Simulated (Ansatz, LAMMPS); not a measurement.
# Squeezing and shearing glassy 44SiO2-44B2O3-6MgO-6CaO (mol %) (120 atoms), part 2 of 4

Aim: relax glassy 44SiO2-44B2O3-6MgO-6CaO (mol %) (120 atoms), then change its volume and shape to read moduli from the stress.

Ansatz 0.2.0; Kohn-Sham DFT, PBE, PAW (set soft_2), plane waves.

The cell: 14 Si, 28 B, 2 Mg, 2 Ca and 74 O. The quench rate of 50 K/ps far exceeds what a furnace or splat quench reaches. The starting topology of bonds comes from the classical model. Sampling is at Γ alone.

So far. Step 2 (Single point at the start): The r.m.s. force at the start is 1.0 eV/Å.

### 3. Cell and atoms relaxed

Cell and atoms are freed together, to release stress as well as forces.

input.yaml reads:

```yaml
crystal:
  lattice:
    - [11.18726, 0.0, 0.0]
    - [0.0, 11.18726, 0.0]
    - [0.0, 0.0, 11.18726]
  atoms:
    [... the 120 atom lines of step 2 ...]
kpoints:
  mp_grid: { grid: [1, 1, 1] }
hamiltonian:
  xc: pbe
scf:
  occupations: { method: gaussian, width: 0.025 }
output:
  forces: true
relax:
  f_tol: 0.05
  max_steps: 150
  cell: {}
```

Run with:

```console
ansatz run input.yaml --threads 4 --pin off --max-ram 8192MiB --backend cpu --events-out ev --progress --plain --runs-dir out
```

Numbers of over 12 decimals in the logs are rounded to 6 here.

Log:

```text
[...]
Crystal: 120 atoms, lattice volume = 1400.139 Å³
Basis set: ecut = 420 eV, 27369 PW (Γ), exchange–correlation on 150×150×150 points (8 copies of the dense FFT grid, shifted against one another)
Bands: 432, of which v1, the nominal top of the filled ones, is band 312 counted from 1 (311 counted from 0)
Symmetry: 1 space group operations
[...]
k-points: 1
[...]
SCF iter   1: F=—  HF=-62846.196717 eV  |F-HF|=—  |Δ(HF+E_count)|=         —  Δρ=3.46e-3  dr2=2.17e-1  ethr=1.77e-3  ⟨swp⟩=7.0  Hψ=2110  notcnv=0  defer=75
[...]
SCF iter   8: F=—  HF=-62846.169011 eV  |F-HF|=—  |Δ(HF+E_count)|=   1.87e-6  Δρ=7.14e-6  dr2=6.61e-7  ethr=6.86e-10  ⟨swp⟩=2.0  Hψ=554  notcnv=0  defer=116
SCF iter   9: F=-62846.169011 eV  HF=-62846.169011 eV  |F-HF|=2.78e-8  |Δ(HF+E_count)|=   1.27e-7  Δρ=2.47e-6  dr2=8.41e-8  ethr=1.60e-11  ⟨swp⟩=3.0  Hψ=1660  notcnv=0
SCF 1 converged in 9 iterations: F = -62846.169011 eV  dr2 = 8.41e-8
[...]
relax step   1: F+E_penalty+E_count = -62846.16901087 eV  Δ(F+E_penalty+E_count) = +0.000e0 eV  max|allowed force component| = 4.746e0 eV/Å  Δτ_max = 0.0000 Å  P = -3.248 GPa  Ω = 1400.139 Å³  (9 SCF iters, dr2 threshold 1.00e-7 eV, accepted)
[... from here on, the SCF cycles and remarks between the steps are left out ...]
relax step   2: F+E_penalty+E_count = -62851.90452455 eV  Δ(F+E_penalty+E_count) = -5.736e0 eV  max|allowed force component| = 2.286e0 eV/Å  Δτ_max = 0.1946 Å  P = -1.522 GPa  Ω = 1400.619 Å³  energy of the carried Pulay correction = -1.950e-3 eV  (7 SCF iters, dr2 threshold 1.20e-5 eV, accepted)
relax step   3: F+E_penalty+E_count = -62854.69879597 eV  Δ(F+E_penalty+E_count) = -2.794e0 eV  max|allowed force component| = 7.768e-1 eV/Å  Δτ_max = 0.2000 Å  P = -0.552 GPa  Ω = 1411.915 Å³  energy of the carried Pulay correction = -4.766e-2 eV  (8 SCF iters, dr2 threshold 1.20e-5 eV, accepted)
relax step   4: F+E_penalty+E_count = -62855.67590561 eV  Δ(F+E_penalty+E_count) = -9.771e-1 eV  max|allowed force component| = 8.000e-1 eV/Å  Δτ_max = 0.2000 Å  P = -0.190 GPa  Ω = 1423.571 Å³  energy of the carried Pulay correction = -9.444e-2 eV  (7 SCF iters, dr2 threshold 1.20e-5 eV, accepted)
relax step   5: F+E_penalty+E_count = -62855.97306246 eV  Δ(F+E_penalty+E_count) = -2.972e-1 eV  max|allowed force component| = 3.926e-1 eV/Å  Δτ_max = 0.1207 Å  P = -0.191 GPa  Ω = 1431.964 Å³  energy of the carried Pulay correction = -1.279e-1 eV  (7 SCF iters, dr2 threshold 1.20e-5 eV, accepted)
relax step   6: F+E_penalty+E_count = -62856.15286363 eV  Δ(F+E_penalty+E_count) = -1.798e-1 eV  max|allowed force component| = 7.304e-1 eV/Å  Δτ_max = 0.2000 Å  P = +0.189 GPa  Ω = 1434.890 Å³  energy of the carried Pulay correction = -1.395e-1 eV  (7 SCF iters, dr2 threshold 9.63e-6 eV, accepted)
relax step   7: F+E_penalty+E_count = -62856.35951171 eV  Δ(F+E_penalty+E_count) = -2.066e-1 eV  max|allowed force component| = 3.421e-1 eV/Å  Δτ_max = 0.2000 Å  P = -0.080 GPa  Ω = 1439.536 Å³  energy of the carried Pulay correction = -1.579e-1 eV  (7 SCF iters, dr2 threshold 1.20e-5 eV, accepted)
relax step   8: F+E_penalty+E_count = -62856.38792401 eV  Δ(F+E_penalty+E_count) = -2.841e-2 eV  max|allowed force component| = 3.665e-1 eV/Å  Δτ_max = 0.2000 Å  P = +0.102 GPa  Ω = 1437.456 Å³  energy of the carried Pulay correction = -1.497e-1 eV  (7 SCF iters, dr2 threshold 7.31e-6 eV, accepted)
relax step   9: F+E_penalty+E_count = -62856.47817195 eV  Δ(F+E_penalty+E_count) = -9.025e-2 eV  max|allowed force component| = 1.181e-1 eV/Å  Δτ_max = 0.0852 Å  P = -0.105 GPa  Ω = 1441.113 Å³  energy of the carried Pulay correction = -1.641e-1 eV  (7 SCF iters, dr2 threshold 8.40e-6 eV, accepted)
relax step  10: F+E_penalty+E_count = -62856.50087006 eV  Δ(F+E_penalty+E_count) = -2.270e-2 eV  max|allowed force component| = 1.773e-1 eV/Å  Δτ_max = 0.2000 Å  P = +0.063 GPa  Ω = 1439.806 Å³  energy of the carried Pulay correction = -1.590e-1 eV  (8 SCF iters, dr2 threshold 8.72e-7 eV, accepted)
relax step  11: F+E_penalty+E_count = -62856.52767465 eV  Δ(F+E_penalty+E_count) = -2.680e-2 eV  max|allowed force component| = 1.509e-1 eV/Å  Δτ_max = 0.0857 Å  P = +0.141 GPa  Ω = 1441.024 Å³  energy of the carried Pulay correction = -1.638e-1 eV  (7 SCF iters, dr2 threshold 1.97e-6 eV, accepted)
relax step  12: F+E_penalty+E_count = -62856.49274057 eV  Δ(F+E_penalty+E_count) = +3.493e-2 eV  max|allowed force component| = 5.688e-1 eV/Å  Δτ_max = 0.2000 Å  P = -0.322 GPa  Ω = 1448.332 Å³  energy of the carried Pulay correction = -1.925e-1 eV  (8 SCF iters, dr2 threshold 1.42e-6 eV, rejected (line search))
relax step  13: F+E_penalty+E_count = -62856.55451435 eV  Δ(F+E_penalty+E_count) = -2.684e-2 eV  max|allowed force component| = 1.305e-1 eV/Å  Δτ_max = 0.0961 Å  P = +0.024 GPa  Ω = 1443.495 Å³  energy of the carried Pulay correction = -1.735e-1 eV  (11 SCF iters, accepted)
[...]
relax step  17: F+E_penalty+E_count = -62856.73254103 eV  Δ(F+E_penalty+E_count) = -2.920e-2 eV  max|allowed force component| = 1.801e-1 eV/Å  Δτ_max = 0.0353 Å  P = +0.013 GPa  Ω = 1437.851 Å³  energy of the carried Pulay correction = -1.512e-1 eV  (5 SCF iters, dr2 threshold 8.73e-6 eV, accepted)
relax step  18: F+E_penalty+E_count = -62856.73232694 eV  Δ(F+E_penalty+E_count) = +2.141e-4 eV  max|allowed force component| = 4.992e-1 eV/Å  Δτ_max = 0.0495 Å  P = +0.325 GPa  Ω = 1436.747 Å³  energy of the carried Pulay correction = -1.469e-1 eV  (7 SCF iters, dr2 threshold 2.03e-6 eV, rejected (line search))
relax step  19: F+E_penalty+E_count = -62856.74795001 eV  Δ(F+E_penalty+E_count) = -1.541e-2 eV  max|allowed force component| = 1.490e-1 eV/Å  Δτ_max = 0.0247 Å  P = -0.014 GPa  Ω = 1438.202 Å³  energy of the carried Pulay correction = -1.526e-1 eV  (10 SCF iters, accepted)
relax step  20: F+E_penalty+E_count = -62856.76217960 eV  Δ(F+E_penalty+E_count) = -1.423e-2 eV  max|allowed force component| = 1.065e-1 eV/Å  Δτ_max = 0.0386 Å  P = -0.025 GPa  Ω = 1438.091 Å³  energy of the carried Pulay correction = -1.522e-1 eV  (7 SCF iters, dr2 threshold 1.39e-6 eV, accepted)
relax step  21: F+E_penalty+E_count = -62856.69912351 eV  Δ(F+E_penalty+E_count) = +6.306e-2 eV  max|allowed force component| = 4.130e-1 eV/Å  Δτ_max = 0.1057 Å  P = +0.107 GPa  Ω = 1437.162 Å³  energy of the carried Pulay correction = -1.485e-1 eV  (8 SCF iters, dr2 threshold 7.09e-7 eV, rejected (line search))
relax step  22: F+E_penalty+E_count = -62856.76821325 eV  Δ(F+E_penalty+E_count) = -6.034e-3 eV  max|allowed force component| = 9.290e-2 eV/Å  Δτ_max = 0.0343 Å  P = +0.027 GPa  Ω = 1438.069 Å³  energy of the carried Pulay correction = -1.521e-1 eV  (11 SCF iters, accepted)
relax step  23: F+E_penalty+E_count = -62856.75449699 eV  Δ(F+E_penalty+E_count) = +1.372e-2 eV  max|allowed force component| = 1.675e-1 eV/Å  Δτ_max = 0.0750 Å  P = -0.007 GPa  Ω = 1438.216 Å³  energy of the carried Pulay correction = -1.527e-1 eV  (8 SCF iters, dr2 threshold 5.39e-7 eV, rejected (line search))
relax step  24: F+E_penalty+E_count = -62856.76840234 eV  Δ(F+E_penalty+E_count) = -1.891e-4 eV  max|allowed force component| = 1.188e-1 eV/Å  Δτ_max = 0.0326 Å  P = +0.026 GPa  Ω = 1438.175 Å³  energy of the carried Pulay correction = -1.525e-1 eV  (10 SCF iters, accepted)
relax step  25: F+E_penalty+E_count = -62856.77136160 eV  Δ(F+E_penalty+E_count) = -2.959e-3 eV  max|allowed force component| = 5.410e-2 eV/Å  Δτ_max = 0.0228 Å  P = -0.005 GPa  Ω = 1438.096 Å³  energy of the carried Pulay correction = -1.522e-1 eV  (6 SCF iters, dr2 threshold 8.82e-7 eV, accepted)
relax step  26: F+E_penalty+E_count = -62856.77145667 eV  Δ(F+E_penalty+E_count) = -9.507e-5 eV  max|allowed force component| = 6.495e-2 eV/Å  Δτ_max = 0.0114 Å  P = -0.004 GPa  Ω = 1438.167 Å³  energy of the carried Pulay correction = -1.525e-1 eV  (6 SCF iters, dr2 threshold 1.83e-7 eV, accepted)
relax step  27: F+E_penalty+E_count = -62856.77213378 eV  Δ(F+E_penalty+E_count) = -6.771e-4 eV  max|allowed force component| = 8.883e-3 eV/Å  Δτ_max = 0.0061 Å  P = +0.001 GPa  Ω = 1438.117 Å³  energy of the carried Pulay correction = -1.523e-1 eV  (5 SCF iters, dr2 threshold 2.64e-7 eV, accepted)
relax step  28: F+E_penalty+E_count = -62857.00718111 eV  Δ(F+E_penalty+E_count) = -2.350e-1 eV  max|allowed force component| = 1.007e-2 eV/Å  Δτ_max = 0.0000 Å  P = +0.266 GPa  Ω = 1438.117 Å³  stress off target by 4.85e-1 GPa  SCF on the basis re-selected at this cell (its energy is not comparable with the rows above)  (7 SCF iters)
relax step  29: F+E_penalty+E_count = -62857.00354492 eV  Δ(F+E_penalty+E_count) = +3.636e-3 eV  max|allowed force component| = 2.402e-2 eV/Å  Δτ_max = 0.0088 Å  P = +0.121 GPa  Ω = 1441.056 Å³  energy of the carried Pulay correction = -1.213e-2 eV  (6 SCF iters, dr2 threshold 5.87e-7 eV, accepted)
relax step  30: F+E_penalty+E_count = -62856.99363831 eV  Δ(F+E_penalty+E_count) = +9.907e-3 eV  max|allowed force component| = 3.514e-2 eV/Å  Δτ_max = 0.0100 Å  P = -0.033 GPa  Ω = 1444.424 Å³  energy of the carried Pulay correction = -2.622e-2 eV  (7 SCF iters, dr2 threshold 1.36e-7 eV, accepted)
relax step  31: F+E_penalty+E_count = -62857.02371206 eV  Δ(F+E_penalty+E_count) = -3.007e-2 eV  max|allowed force component| = 3.499e-2 eV/Å  Δτ_max = 0.0000 Å  P = -0.020 GPa  Ω = 1444.424 Å³  stress off target by 4.22e-2 GPa  SCF on the basis re-selected at this cell (its energy is not comparable with the rows above)  (6 SCF iters)
[...]
SCF converged after 6 iterations
Free energy (F): -62857.023712 eV
[...]
Internal energy: -62857.023712 eV  (E = F + TS)
E sigma→0 (E₀):  -62857.023712 eV
Fermi energy:    5.257897 eV
[...]
Σ components = -62857.023712   (vs F -62857.023712, Δ=0.00e0)
--- Forces (eV/Å), atoms counted from 1 ---
  atom   1  Si    -0.00313822    -0.00415708    -0.00511340
  atom   2  Si    -0.01010860     0.00636864    -0.00089327
  atom   3  Si    -0.02544362    -0.00780214    -0.00972098
  atom   4  Si    -0.01441983    -0.00433704     0.01475495
[...]
atom 120  O      0.00546611    -0.02116277     0.03455934
  max |Σ_I F_I| component: 2.80e-5 eV/Å
--- Stress (GPa, compression-positive) ---
       -0.002813       0.009417      -0.006786
        0.009413      -0.017001      -0.001069
       -0.006783      -0.001067      -0.040983
  P = ⅓ Tr σ = -0.0203 GPa (-0.203 kbar)
--- Relaxed structure (29 steps of the walk, 25 accepted, 2 SCFs on fresh bases) ---
  F+E_penalty+E_count = -62857.02371206 eV   max|allowed force component| = 3.499e-2 eV/Å   (the final SCF, on the basis selected at the relaxed cell)
  cell:  # Å, volume = 1444.4245 Å³
    - [11.533263, 0.037974, -0.070275]
    - [0.037974, 11.427027, -0.026477]
    - [-0.070275, -0.026477, 10.960578]
  atoms:
    - { symbol: Si, position: [0.506892, 0.675848, 0.714846] }
    - { symbol: Si, position: [0.516064, 0.439751, 0.376013] }
    - { symbol: Si, position: [0.309299, 0.730819, 0.559125] }
    - { symbol: Si, position: [0.673164, 0.863252, 0.362657] }
[...]
- { symbol: O, position: [0.897974, 0.037917, 0.575451] }
```

Elapsed: 6.3 min, on 4 threads of Intel Xeon Platinum 8275CL at 3.00GHz (Skylake/Cascade Lake), shared host; peak memory 2.1 GiB; 23 min of CPU time.

The relaxation converged after 29 steps, with a largest force component of 0.035 eV/Å.

### 4. Single point at the relaxed geometry

One more single point at the end of the walk gives the fuller output and checks the residual forces.

input.yaml reads:

```yaml
crystal:
  lattice:
    - [11.53326, 0.03797, -0.07028]
    - [0.03797, 11.42703, -0.02648]
    - [-0.07028, -0.02648, 10.96058]
  atoms:
    - { symbol: Si, position: [0.50689, 0.67585, 0.71485] }
    - { symbol: Si, position: [0.51606, 0.43975, 0.37601] }
    - { symbol: Si, position: [0.3093, 0.73082, 0.55912] }
    - { symbol: Si, position: [0.67316, 0.86325, 0.36266] }
    - { symbol: Si, position: [0.1472, 0.09697, 0.98718] }
    - { symbol: Si, position: [0.32731, 0.13582, 0.4003] }
    [... 108 atom lines left out ...]
    - { symbol: O, position: [0.80365, 0.25787, 0.2819] }
    - { symbol: O, position: [0.77608, 0.93114, 0.05448] }
    - { symbol: O, position: [0.31641, 0.3651, 0.91735] }
    - { symbol: O, position: [0.43863, 0.41738, 0.49665] }
    - { symbol: O, position: [0.74109, 0.83578, 0.8674] }
    - { symbol: O, position: [0.89797, 0.03792, 0.57545] }
kpoints:
  mp_grid: { grid: [1, 1, 1] }
hamiltonian:
  xc: pbe
scf:
  occupations: { method: gaussian, width: 0.025 }
output:
  forces: true
  stress: true
  populations: intrinsic
  dos:
    method: { smearing: { sigma: 0.1 } }
    de: 0.1
    projected: { site_lists: { B: [B], Ca: [Ca], Mg: [Mg], O: [O], Si: [Si] } }
  eigenvalues: true
  write_density: true
  write_potential: true
  volumetric_format: npy
```

Log:

```text
[...]
Crystal: 120 atoms, lattice volume = 1444.425 Å³
Basis set: ecut = 420 eV, 28251 PW (Γ), exchange–correlation on 160×160×150 points (8 copies of the dense FFT grid, shifted against one another)
Bands: 432, of which v1, the nominal top of the filled ones, is band 312 counted from 1 (311 counted from 0)
Symmetry: 1 space group operations
[...]
k-points: 1
[...]
SCF iter   1: F=—  HF=-62857.021234 eV  |F-HF|=—  |Δ(HF+E_count)|=         —  Δρ=2.82e-3  dr2=1.31e-1  ethr=1.77e-3  ⟨swp⟩=7.0  Hψ=2108  notcnv=0  defer=70
[...]
SCF iter   9: F=-62857.023713 eV  HF=-62857.023713 eV  |F-HF|=9.50e-9  |Δ(HF+E_count)|=   3.46e-8  Δρ=2.13e-6  dr2=6.26e-8  ethr=1.60e-11  ⟨swp⟩=21.0  Hψ=4007  notcnv=0
SCF 1 converged in 9 iterations: F = -62857.023713 eV  dr2 = 6.26e-8
[...]
WARN: The input density's exchange-correlation potential varies sharply where the density is thin. Do not read a vacuum level from v_tot or v_xc, or from such a field of the output density. On a cell that repeats whose density bears no net charge and no dipole along the vacuum's axis use v_es (v_loc + v_h of the components); [...]
SCF converged after 9 iterations
Free energy (F): -62857.023713 eV
[...]
Internal energy: -62857.023713 eV  (E = F + TS)
E sigma→0 (E₀):  -62857.023713 eV
Fermi energy:    5.257954 eV
[...]
--- Forces (eV/Å), atoms counted from 1 ---
  atom   1  Si    -0.00242141    -0.00511643    -0.00725613
  atom   2  Si    -0.00817420     0.00705738     0.00148617
  atom   3  Si    -0.02555179    -0.00840201    -0.00789930
  atom   4  Si    -0.01245863    -0.00280310     0.01232281
  atom   5  Si    -0.00196717    -0.00811394    -0.01385602
  atom   6  Si    -0.00896221    -0.01222115    -0.00030814
  atom   7  Si     0.00364360    -0.00461164     0.01403219
  atom   8  Si     0.01888547    -0.01209062     0.00487203
  atom   9  Si     0.00860229    -0.00747860     0.00034173
  atom  10  Si     0.01687336    -0.00598529     0.01917635
  atom  11  Si    -0.00509905     0.01390520    -0.00523952
  atom  12  Si     0.00251708     0.01229619    -0.00121033
  atom  13  Si    -0.01157499    -0.00026533     0.01224753
  atom  14  Si    -0.00718710     0.01119601    -0.00352052
[...]
atom 119  O     -0.00659968    -0.00306442     0.00896168
  atom 120  O      0.00810064    -0.02080753     0.03538593
  max |Σ_I F_I| component: 1.19e-4 eV/Å
--- Stress (GPa, compression-positive) ---
       -0.001740       0.010729      -0.006393
        0.010725      -0.017293      -0.000693
       -0.006391      -0.000690      -0.039492
  P = ⅓ Tr σ = -0.0195 GPa (-0.195 kbar)
--- Band table (eV) ---
[...]
--- intrinsic populations: 120 sites ---
  site symbol       q [e]
     0     Si      2.2872
     1     Si      2.2707
     2     Si      2.2535
[...]
119      O      6.6563
  spilling = 0.000000 (of n_electrons = 624.000000)
```

It took 20 s on 4 threads; peak memory 2.1 GiB; 73 s of CPU time.

The program notes that the exchange-correlation potential is rough where the density is thin.

Numbers from this run:

- free energy: -62857.0237 eV
- free energy per atom: -523.8085 eV/atom
- SCF cycles: 9
- pressure: -0.01951 GPa
- r.m.s. force component: 0.00996 eV/Å
- longest force: 0.04184 eV/Å
- Fermi energy: 5.258 eV
- gap (highest filled to lowest empty level): 4.684 eV

(Continued in part 3 of 4.)

[Logs are printed without paths, hosts, clocks, repeated set-up lines and the standing remarks that a program may print on its own settings, such as how far it seeks lower states.]

[Hosts, paths, dates, database ids (printed as entryN), source tags and the programs' standing remarks are cut or masked in the printed files.]
